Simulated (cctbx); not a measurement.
## Reading a Patterson map

Space group I-4m2 (no. 119), a = 4.9690 Å, b = 4.9690 Å, c = 12.9330 Å, α = 90.00°, β = 90.00°, γ = 90.00°, content Mo2 Ge2 S8.

Simulated single-crystal data (cctbx): synchrotron X-rays, λ = 0.7749 Å, to d = 0.8 Å, 70 % of the full sphere, strongest reflection 5000 counts, noise from counting, a 6 % proportional error and a noise floor of 15 counts (s.d.); no absorption, some extinction.

Patterson synthesis, origin scaled to 1000:

```text
Patterson group I 4/m m m
      u       v       w   height  length (A)
  0.000   0.000   0.000   1000.0     0.00
  0.000   0.000   0.204    527.1     2.64
  0.000   0.500   0.250    426.8     4.08
  0.000   0.500   0.045    258.8     2.55
  0.000   0.000   0.407     68.8     5.27
  0.000   0.500   0.157     32.2     3.21
  0.164   0.164   0.000     23.2     1.15
  0.000   0.249   0.000     17.0     1.24
  0.000   0.178   0.058     11.0     1.16
  0.154   0.154   0.214      9.2     2.97
  0.000   0.250   0.227      9.2     3.19
  0.000   0.313   0.101      8.7     2.03
  0.166   0.334   0.250      6.5     3.73
  0.000   0.165   0.144      5.2     2.03
```

Q: Assign the vectors.

A peak at u stands for all pairs with xi − xj = u, with weight Σ ZiZj against Σ Z² = 7624 at the origin. Peak heights follow these weights only roughly, since form factors, motion and series ripples differ, all vectors within 0.55 Å of a peak are counted as merged into it though the farther ones add only part of their weight, and F(000) is left out, which lowers the whole map:

| u | v | w | shortest length (Å) | height | 1000 ΣZiZj/ΣZ² | pairs in the cell |
| --- | --- | --- | --- | --- | --- | --- |
| 0.000 | 0.000 | 0.204 | 2.64 | 527 | 621 | 4 × Mo–S, 4 × Ge–S |
| 0.000 | 0.500 | 0.250 | 4.08 | 427 | 487 | 2 × Mo–Ge, 4 × S–S |
| 0.000 | 0.500 | 0.045 | 2.55 | 259 | 311 | 2 × Mo–S, 2 × Ge–S |
| 0.000 | 0.000 | 0.407 | 3.71 | 69 | 134 | 4 × S–S |

The table stops at ten peaks or at a height of 45, below which ripples compete. In the model behind the data Mo, the heaviest element, has 1 independent site: (0, 0, 0), up to an allowed shift of origin. No listed peak is a Mo–Mo vector, so the position follows from the cell content and the cross vectors. The whole model:

```
atom  mult.  x    y       z  Ueq (Å²)
 Mo1      2  0    0       0    0.0108
 Ge1      2  0  1/2     1/4    0.0328
  S1      4  0    0  0.2028    0.0262
  S2      4  0  1/2  0.0437    0.0190
```

The model was made for the exercise: a known structure type with other elements put in, its volume estimated, not relaxed; displacement parameters are assumed.

[Logs are printed without paths, hosts, clocks, repeated set-up lines and the standing remarks that a program may print on its own settings, such as how far it seeks lower states.]
